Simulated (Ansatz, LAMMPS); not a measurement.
# Relaxing amorphous 57ZrO2-43SiO2 (mol %) (84 atoms), part 4 of 4

Wanted: the relaxed structure of amorphous 57ZrO2-43SiO2 (mol %) (84 atoms) and its electronic structure.

Ansatz 0.2.0; Kohn-Sham DFT, PBE, PAW (set soft_2), plane waves.

The cell: 16 Zr, 12 Si and 56 O. The quench rate of 50 K/ps is orders of magnitude faster than experiment. The network of bonds at the start is that of the classical potential that made the cell. Only the Γ point is sampled in the main run, in a cell whose shortest periodic width is 11 Å.

So far. Step 4 (Cell and atoms relaxed): The relaxation changed the energy by -48.6 meV/atom, and atoms moved by 0.26 Å r.m.s., 0.82 Å at most. Step 7 (K-mesh 2×2×2): Forces differ from those of the single point at the relaxed geometry by 9.0 meV/Å r.m.s.; the energy by -1.4 meV/atom and the gap by -0.052 eV. It took 76 s and 10 cycles; the reference's time can't be set against it, since the two runs asked for unlike analyses.

### 8. Functional HSE06

HSE06 mixes in a quarter of exact exchange at short range, which counters self-interaction, at a higher cost.

This step: Kohn-Sham DFT, HSE06, PAW (set soft_2), plane waves (Ansatz 0.2.0).

The input, input.yaml:

```yaml
crystal:
  lattice:
    - [10.74048, 0.23071, 0.11114]
    - [0.23071, 10.31771, -0.15164]
    - [0.11114, -0.15164, 10.27963]
  atoms:
    [... the 84 atom lines of step 6 ...]
kpoints:
  mp_grid: { grid: [1, 1, 1] }
hamiltonian:
  xc: hse06
scf:
  occupations: { method: fermi_dirac, width: 0.025 }
output:
  forces: true
  stress: true
  populations: true
  dos:
    method: { smearing: { sigma: 0.08 } }
    de: 0.05
    projected: { site_lists: { O: [O], Si: [Si], Zr: [Zr] } }
  eigenvalues: true
```

The run is started by

```
ansatz run input.yaml --threads 4 --pin off --max-ram 8192MiB --backend cpu --events-out ev --progress --plain --runs-dir out
```

Numbers of over 12 decimals in the logs are rounded to 6 here.

Output:

```text
Warning: output.stress: scf.convergence.dr2_threshold = 1e-7 eV (the SCF's general default) is looser than the 1.6e-9 eV advised for a printed stress (1e-10 eV for each atom of the cell: 84, of which 16 are counted). What an SCF threshold leaves in a stress goes as its square root, and in the free energy as the threshold itself, and one threshold admits the most on a small cell: [...]
Warning: output.stress: scf.exx.energy_threshold = 1e-6 eV is looser than the 1.6e-7 eV advised for a stress under a hybrid functional (1e-8 eV for each atom of the cell: 84, of which 16 are counted). Every SCF of the exchange loop can meet its threshold on dr2 while the loop round them stops early: [...]
exact exchange: scf.exx.singularity resolves to wigner_seitz, which cuts the screened interaction at the faces of the exchange supercell's Wigner-Seitz cell, so that each pair interacts once, at the shortest of its separations (the periodic images that this leaves out come, [...]
[...]
Crystal: 84 atoms, lattice volume = 1138.230 Å³
Basis set: ecut = 420 eV, 22229 PW (Γ), exchange–correlation on 144×144×144 points (8 copies of the dense FFT grid, shifted against one another)
Bands: 372, of which v1, the nominal top of the filled ones, is band 288 counted from 1 (287 counted from 0)
Symmetry: 1 space group operations
[...]
k-points: 1
[...]
SCF iter   1: F=—  HF=-106460.571591 eV  |F-HF|=—  |Δ(HF+E_count)|=         —  Δρ=3.44e-3  dr2=9.89e-2  ethr=1.77e-3  ⟨swp⟩=7.0  Hψ=1713  notcnv=0
[...]
SCF iter   5: F=-106460.589369 eV  HF=-106460.589228 eV  |F-HF|=1.42e-4  |Δ(HF+E_count)|=   2.22e-4  Δρ=1.54e-4  dr2=1.07e-4  ethr=1.86e-8  ⟨swp⟩=4.0  Hψ=1509  notcnv=0  defer=2
SCF 1 stopped early in 5 iterations: F = -106460.589369 eV  dr2 = 1.07e-4
[...]
Exchange kernel: α = 0.2500, screened, ω = 0.2079 Å⁻¹, Wigner–Seitz truncation, v(0) = 925.9122 eV·Å³, q-mesh 1×1×1, nearest image of the exchange supercell L = 10.28 Å, pair-density grid 54×54×54, without the augmentation charges, whose exchange is taken in its separable form (sized by the pseudopotential files, [...]
Frozen-core exchange: fock
SCF iter   1: F=—  HF=-106497.643062 eV  |F-HF|=—  |Δ(HF+E_count)|=         —  Δρ=1.16e-2  dr2=2.57e0  ethr=1.86e-7  ⟨swp⟩=14.0  Hψ=2271  notcnv=0
[...]
SCF iter   6: F=—  HF=-106497.092553 eV  |F-HF|=—  |Δ(HF+E_count)|=   2.23e-3  Δρ=3.03e-4  dr2=6.76e-4  ethr=1.86e-7  ⟨swp⟩=5.0  Hψ=1068  notcnv=0
SCF iter   7: F=-106497.092387 eV  HF=-106497.092423 eV  |F-HF|=3.58e-5  |Δ(HF+E_count)|=   1.30e-4  Δρ=9.56e-5  dr2=9.40e-5  ethr=1.12e-7  ⟨swp⟩=3.0  Hψ=662  notcnv=0
SCF 2 stopped early in 7 iterations: F = -106497.092387 eV  dr2 = 9.40e-5
  Residual-converged pass: ⟨swp⟩=5.0  Hψ=1148  notcnv=0  max |occ|·‖R‖ = 6.5e-6 eV (tolerance 6.7e-6 eV)  dr2=8.49e-5  dr2_onsite=3.76e-6  max |Δocc| = 0.0e0
[...]
hybrid outer 1: dexx = +3.048e-1 eV, tail = 3.96e-4 eV
[...]
Frozen-core exchange: fock
SCF iter   1: F=—  HF=-106497.089838 eV  |F-HF|=—  |Δ(HF+E_count)|=         —  Δρ=1.01e-4  dr2=1.13e-4  ethr=3.44e-7  ⟨swp⟩=12.0  Hψ=953  notcnv=0
[...]
SCF iter   6: F=—  HF=-106497.089814 eV  |F-HF|=—  |Δ(HF+E_count)|=   4.99e-8  Δρ=1.83e-6  dr2=4.78e-8  ethr=2.05e-11  ⟨swp⟩=6.0  Hψ=924  notcnv=0
SCF iter   7: F=-106497.089814 eV  HF=-106497.089814 eV  |F-HF|=1.32e-9  |Δ(HF+E_count)|=   1.09e-8  Δρ=3.77e-7  dr2=1.78e-9  ethr=7.38e-12  ⟨swp⟩=4.0  Hψ=724  notcnv=0
SCF 3 converged in 7 iterations: F = -106497.089814 eV  dr2 = 1.78e-9
[...]
hybrid outer 2: dexx = +3.024e-6 eV, tail = 3.32e-8 eV, Δε = 3.48e-3 eV (about 4.25e-5 eV left of the loop's levels), ΔF = 1.95e-2 eV/Å (tail 1.10e-3)
[...]
Frozen-core exchange: fock
SCF iter   1: F=—  HF=-106497.089815 eV  |F-HF|=—  |Δ(HF+E_count)|=         —  Δρ=1.07e-6  dr2=4.72e-9  ethr=2.89e-11  ⟨swp⟩=20.0  Hψ=1194  notcnv=5
[...]
SCF iter   2: F=-106497.089815 eV  HF=-106497.089815 eV  |F-HF|=2.91e-11  |Δ(HF+E_count)|=   1.53e-9  Δρ=2.89e-7  dr2=3.51e-10  ethr=6.78e-12 (applied; sched 1.00e-12)  ⟨swp⟩=2.0  Hψ=660  notcnv=0
SCF 4 converged in 2 iterations: F = -106497.089815 eV  dr2 = 3.51e-10
[...]
hybrid SCF converged: 3 outer / 16 inner (+5 warm-up), last move |dexx| = 7.42e-10 eV, tail = 7.60e-10 eV
Stability not checked: this state was not tested for a lower state beside it, because the functional holds exact exchange (a hybrid, or Hartree-Fock), whose exchange loop this test does not read (fock_operator; see scf.lower_state_search)
Free energy (F): -106497.089815 eV
Frozen-core exchange: fock
[...]
Internal energy: -106497.089815 eV  (E = F + TS)
E sigma→0 (E₀):  -106497.089815 eV
Fermi energy:    7.397371 eV
[...]
Σ components = -106497.089815   (vs F -106497.089815, Δ=1.46e-11)
--- Forces (eV/Å), atoms counted from 1 ---
  atom   1  Zr     0.20453532     0.02697679     0.04628608
  atom   2  Zr    -0.00688034     0.09755524    -0.11687543
  atom   3  Zr    -0.20165944    -0.16330896    -0.22192725
  atom   4  Zr     0.00094115     0.13681949     0.20099779
[...]
atom  84  O      0.30022559     0.05310578    -0.12674037
  max |Σ_I F_I| component: 5.84e-5 eV/Å
--- Stress (GPa, compression-positive) ---
       -5.102759      -0.089519       0.008502
       -0.089519      -5.240273      -0.054162
        0.008503      -0.054161      -5.198243
  P = ⅓ Tr σ = -5.1804 GPa (-51.804 kbar)
--- Band table (eV) ---
[...]
--- Löwdin populations: 84 sites ---
  site symbol       q [e]
     0     Zr     10.3378
     1     Zr     10.3145
     2     Zr     10.3283
[...]
83      O      6.7981
  spilling = 0.007945 (of n_electrons = 576.000000)
```

The job ended after 2.7 min (4 threads of Intel Xeon Platinum 8559C (Emerald Rapids), shared host; peak memory 3.8 GiB; 10 min of CPU time).

The program notes that the exchange threshold is loose for the stress and the SCF threshold is loose for the stress.

Geometry and reference: those of the single point at the relaxed geometry.

Forces differ from those of the single point at the relaxed geometry by 162 meV/Å r.m.s.; the pressure by -5.2 GPa and the gap by +1.6 eV. It took 2.7 min and 21 cycles; the reference's time can't be set against it, since the two runs asked for unlike analyses.

Read from the output:

```
free energy                                      : -106497.0898 eV
free energy per atom                             : -1267.8225 eV/atom
SCF cycles                                       : 21
pressure                                         : -5.18 GPa
r.m.s. force component                           : 0.1625 eV/Å
longest force                                    : 0.5146 eV/Å
Fermi energy                                     : 7.397 eV
gap (highest filled to lowest empty level) : 5.157 eV
spilling of the projection                       : 0.007945
```

Length of the force by element and coordination:

```csv
element,coordination,atoms,mean length of the force (eV/Å),spread,least,most
O,all,56,0.299,0.100,0.0765,0.515
O,2,23,0.338,0.0931,0.116,0.515
O,3,31,0.278,0.0927,0.102,0.477
O,4,2,0.181,0.104,0.0765,0.285
Si,all,12,0.143,0.051,0.0589,0.255
Zr,all,16,0.209,0.0823,0.0812,0.341
Zr,6,14,0.209,0.0821,0.0812,0.341
Zr,7,1,0.121,0,0.121,0.121
Zr,8,1,0.288,0,0.288,0.288
```

Löwdin charges by element and coordination (they lack the spilled electrons, 0.054 e an atom on average):

| element | coordination | atoms | mean charge (e) | spread | least | most |
| --- | --- | --- | --- | --- | --- | --- |
| O | all | 56 | -0.773 | 0.0396 | -0.844 | -0.665 |
| O | 2 | 23 | -0.775 | 0.0323 | -0.828 | -0.691 |
| O | 3 | 31 | -0.771 | 0.0448 | -0.844 | -0.665 |
| O | 4 | 2 | -0.780 | 0.0237 | -0.804 | -0.757 |
| Si | all | 12 | 1.75 | 0.0204 | 1.73 | 1.80 |
| Zr | all | 16 | 1.68 | 0.0234 | 1.62 | 1.72 |
| Zr | 6 | 14 | 1.68 | 0.0233 | 1.62 | 1.72 |
| Zr | 7 | 1 | 1.68 | 0 | 1.68 | 1.68 |
| Zr | 8 | 1 | 1.64 | 0 | 1.64 | 1.64 |

States in the cell by windows of 1 eV, zero at the Fermi level; the larger projections on atomic orbitals stand beside the total:

| from (eV) | to (eV) | total | O p | Zr d |
| --- | --- | --- | --- | --- |
| -18 | -12 | 0.0 | 0.0 | 0.0 |
| -12 | -11 | 3.8 | 2.5 | 0.1 |
| -11 | -10 | 8.2 | 5.5 | 0.2 |
| -10 | -9 | 8.7 | 5.9 | 0.5 |
| -9 | -8 | 18.1 | 13.1 | 1.5 |
| -8 | -7 | 42.6 | 31.6 | 4.9 |
| -7 | -6 | 52.8 | 41.5 | 7.2 |
| -6 | -5 | 59.3 | 50.1 | 5.7 |
| -5 | -4 | 67.9 | 60.9 | 4.0 |
| -4 | -3 | 65.5 | 61.4 | 2.3 |
| -3 | -2 | 9.1 | 8.6 | 0.2 |
| -2 | 2 | 0.0 | 0.0 | 0.0 |
| 2 | 3 | 8.0 | 0.8 | 6.3 |
| 3 | 4 | 40.2 | 4.0 | 32.2 |
| 4 | 5 | 42.6 | 5.3 | 32.0 |

Between -26 and -18 eV lie 112 more states.

The stored curve holds about 448 of the 576 electrons; the rest, give or take the few that broadening carries across the Fermi level, lie in deeper levels below its range.

The levels nearest the highest filled one (over half full), pooled over k-points and spins:

```
level less the highest filled one (eV)  occupation
                                -0.466           2
                                -0.403           2
                                -0.334           2
                                -0.240           2
                               -0.0753           2
                                     0           2
                                  5.16           0
                                  5.35           0
                                  5.50           0
                                  5.56           0
                                  5.64           0
                                  5.71           0
```

### 9. Functional r2SCAN (500 eV)

The meta-GGA r2SCAN uses the kinetic energy density as well as the density and its gradient. Besides, the cutoff goes from 420 to 500 eV.

This step: Kohn-Sham DFT, r2SCAN, PAW (set soft_2), plane waves (Ansatz 0.2.0).

input.yaml: that of step 8 with these lines changed.

```diff
@@ -10,3 +10,3 @@
 hamiltonian:
-  xc: hse06
+  xc: r2scan
 scf:
```

Output:

```text
[...]
Crystal: 84 atoms, lattice volume = 1138.230 Å³
Basis set: ecut = 500 eV, 28909 PW (Γ), exchange–correlation on 320×320×300 points (64 copies of the dense FFT grid, shifted against one another)
Bands: 372, of which v1, the nominal top of the filled ones, is band 288 counted from 1 (287 counted from 0)
Symmetry: 1 space group operations
[...]
k-points: 1
[...]
SCF iter   1: F=—  HF=-106755.905455 eV  |F-HF|=—  |Δ(HF+E_count)|=         —  Δρ=1.19e-2  dr2=2.04e0  dr2_τ=5.81e0  ethr=1.77e-3  ⟨swp⟩=6.0  Hψ=1393  notcnv=0  defer=53
[...]
SCF iter   9: F=—  HF=-106757.426533 eV  |F-HF|=—  |Δ(HF+E_count)|=   8.87e-7  Δρ=6.24e-6  dr2=4.84e-7  dr2_τ=5.54e-8  ethr=4.51e-10  ⟨swp⟩=2.0  Hψ=521  notcnv=0  defer=75
SCF iter  10: F=-106757.426534 eV  HF=-106757.426534 eV  |F-HF|=5.49e-8  |Δ(HF+E_count)|=   2.47e-7  Δρ=2.82e-6  dr2=9.69e-8  dr2_τ=1.17e-8  ethr=1.74e-11  ⟨swp⟩=12.0  Hψ=1965  notcnv=0
SCF 1 converged in 10 iterations: F = -106757.426534 eV  dr2 = 9.69e-8
[...]
SCF converged after 10 iterations
Free energy (F): -106757.426534 eV
[...]
Internal energy: -106757.426534 eV  (E = F + TS)
E sigma→0 (E₀):  -106757.426534 eV
Fermi energy:    7.590721 eV
[...]
Σ components = -106757.426534   (vs F -106757.426534, Δ=0.00e0)
--- Forces (eV/Å), atoms counted from 1 ---
  atom   1  Zr     0.04120479    -0.00633437     0.02074221
  atom   2  Zr    -0.02351921    -0.00490638    -0.02850966
  atom   3  Zr    -0.07058111    -0.03329616    -0.08192534
  atom   4  Zr    -0.00025798     0.00864615     0.05178004
[...]
atom  84  O      0.31048366     0.06259853    -0.07787101
  max |Σ_I F_I| component: 4.83e-5 eV/Å
--- Stress (GPa, compression-positive) ---
       -3.979941      -0.023232       0.013996
       -0.023231      -4.011001      -0.009386
        0.013998      -0.009387      -3.964900
  P = ⅓ Tr σ = -3.9853 GPa (-39.853 kbar)
--- Band table (eV) ---
[...]
--- Löwdin populations: 84 sites ---
  site symbol       q [e]
     0     Zr     10.4031
     1     Zr     10.3773
     2     Zr     10.3934
[...]
83      O      6.7976
  spilling = 0.007604 (of n_electrons = 576.000000)
```

Wall time 24 s (4 threads); peak memory 3.2 GiB.

Geometry and reference: those of the single point at the relaxed geometry.

Forces differ from those of the single point at the relaxed geometry by 141 meV/Å r.m.s.; the pressure by -4.0 GPa and the gap by +0.45 eV. It took 24 s and 10 cycles; the reference's time can't be set against it, since the two runs asked for unlike analyses.

### 10. Functional PBEsol

PBEsol restores the gradient expansion of exchange for slowly varying densities and usually gives shorter bonds in solids than PBE.

This step: Kohn-Sham DFT, PBEsol, PAW (set soft_2), plane waves (Ansatz 0.2.0).

input.yaml: that of step 9 with these lines changed.

```diff
@@ -10,3 +10,3 @@
 hamiltonian:
-  xc: r2scan
+  xc: pbesol
 scf:
```

Output:

```text
[...]
Crystal: 84 atoms, lattice volume = 1138.230 Å³
Basis set: ecut = 420 eV, 22229 PW (Γ), exchange–correlation on 144×144×144 points (8 copies of the dense FFT grid, shifted against one another)
Bands: 372, of which v1, the nominal top of the filled ones, is band 288 counted from 1 (287 counted from 0)
Symmetry: 1 space group operations
[...]
k-points: 1
[...]
SCF iter   1: F=—  HF=-105037.378606 eV  |F-HF|=—  |Δ(HF+E_count)|=         —  Δρ=1.41e-2  dr2=1.89e0  ethr=1.77e-3  ⟨swp⟩=6.0  Hψ=1435  notcnv=0  defer=53
[...]
SCF iter  10: F=—  HF=-105036.918334 eV  |F-HF|=—  |Δ(HF+E_count)|=   4.52e-7  Δρ=3.15e-6  dr2=1.25e-7  ethr=1.74e-11  ⟨swp⟩=15.0  Hψ=1867  notcnv=0
SCF iter  11: F=-105036.918334 eV  HF=-105036.918334 eV  |F-HF|=2.88e-9  |Δ(HF+E_count)|=   1.10e-7  Δρ=2.12e-6  dr2=5.06e-8  ethr=1.74e-11  ⟨swp⟩=4.0  Hψ=1056  notcnv=0
SCF 1 converged in 11 iterations: F = -105036.918334 eV  dr2 = 5.06e-8
[...]
SCF converged after 11 iterations
Free energy (F): -105036.918334 eV
[...]
Internal energy: -105036.918334 eV  (E = F + TS)
E sigma→0 (E₀):  -105036.918334 eV
Fermi energy:    7.576360 eV
[...]
Σ components = -105036.918334   (vs F -105036.918334, Δ=0.00e0)
--- Forces (eV/Å), atoms counted from 1 ---
  atom   1  Zr     0.12989864     0.09608332    -0.00989828
  atom   2  Zr    -0.02436802     0.01423735     0.02657363
  atom   3  Zr    -0.04323273     0.05780593    -0.05987259
  atom   4  Zr    -0.00310421     0.03985739     0.09875763
[...]
atom  84  O      0.02367437     0.00500618    -0.06759924
  max |Σ_I F_I| component: 1.49e-4 eV/Å
--- Stress (GPa, compression-positive) ---
       -4.183167       0.011094      -0.038726
        0.011094      -4.170588      -0.044436
       -0.038726      -0.044435      -4.204825
  P = ⅓ Tr σ = -4.1862 GPa (-41.862 kbar)
--- Band table (eV) ---
[...]
--- Löwdin populations: 84 sites ---
  site symbol       q [e]
     0     Zr     10.5276
     1     Zr     10.5046
     2     Zr     10.5173
[...]
83      O      6.7458
  spilling = 0.007666 (of n_electrons = 576.000000)
```

It took 9.2 s on 4 threads; peak memory 1.6 GiB; 33 s of CPU time.

Geometry and reference: those of the single point at the relaxed geometry.

Forces differ from those of the single point at the relaxed geometry by 66 meV/Å r.m.s.; the pressure by -4.2 GPa and the gap by -0.048 eV.

### 11. Cost against change

Each row is set against the single point at the relaxed geometry (Kohn-Sham DFT, PBE, PAW (set soft_2), plane waves; r.m.s. force component 0.00455 eV/Å). Energies are set beside the reference only for runs with its functional, potentials and electron count. Times are for 4 threads of Intel Xeon Platinum 8559C (Emerald Rapids), shared host. The reference's time includes grids, which some other runs skip.

| run | Δ force, r.m.s. (meV/Å) | Δ energy (meV/atom) | Δ pressure (GPa) | Δ gap (eV) | cycles | time | host memory (GiB) |
| --- | --- | --- | --- | --- | --- | --- | --- |
| reference | - | - | - | - | 10 | 11 s | 1.6 |
| k-mesh 2×2×2 | 8.98 | -1.35 | -0.0029 | -0.0519 | 10 | 76 s | 5.6 |
| functional HSE06 | 162 | - | -5.17 | 1.58 | 21 | 2.7 min | 3.8 |
| functional r2SCAN (500 eV) | 141 | - | -3.98 | 0.450 | 10 | 24 s | 3.2 |
| functional PBEsol | 66.1 | - | -4.18 | -0.048 | 11 | 9.2 s | 1.6 |

### 12. What came out

```yaml
energy_change_in_the_relaxation: -48.59 meV/atom
r_m_s_displacement: 0.262 Å
largest_displacement: 0.824 Å
free_energy_per_atom: -1267.3877 eV/atom
pressure: -0.005416 GPa
r_m_s_force_component: 0.00455 eV/Å
spacing_of_highest_filled_and_lowest_empty_level: 3.576 eV
wall_time_of_the_7_dft_runs: 7.2 min
```

Relaxation lowers the energy by 48.6 meV/atom and moves atoms by 0.26 Å r.m.s.; the r.m.s. force component goes from 0.92 to 0.0046 eV/Å. Displacements are taken in the final cell, so they leave out its strain. By the final cutoffs 0 of 143 bonded pairs parted and 4 joined. The cell shrank by 3.0 % in volume. First to last step the energy falls by 4.081 eV, across changes of basis; the largest move, 0.82 Å, is that of O29. The O-Si bonds change most in mean length: from 1.633 Å (spread 0.059) to 1.649 Å (spread 0.032). With the cutoffs above, 55 % of O atoms have 3, all Si atoms have 4 and 88 % of Zr atoms have 6 bonded neighbours. Counting bonds to Si alone, not to Zr, 14 % of the oxygens join two of these atoms and 57 % one; 29 % join none. The highest filled and lowest empty levels differ by 3.58 eV (at Γ alone); a semilocal functional tends to put such gaps too low. In a disordered cell it changes from sample to sample, and tail or defect levels can set it.

Among the changes of functional, dispersion, potentials or spin set against this reference, functional HSE06 moves the forces most, by 162 meV/Å r.m.s. The gap changes by +1.58 eV with HSE06.

What to keep in mind: The starting topology of bonds comes from the classical model; in DFT 0 of its 143 bonded pairs passed out of the cutoffs and 4 came within them.

[Logs are printed without paths, hosts, clocks, repeated set-up lines and the standing remarks that a program may print on its own settings, such as how far it seeks lower states.]

[Hosts, paths, dates, database ids (printed as entryN), source tags and the programs' standing remarks are cut or masked in the printed files.]
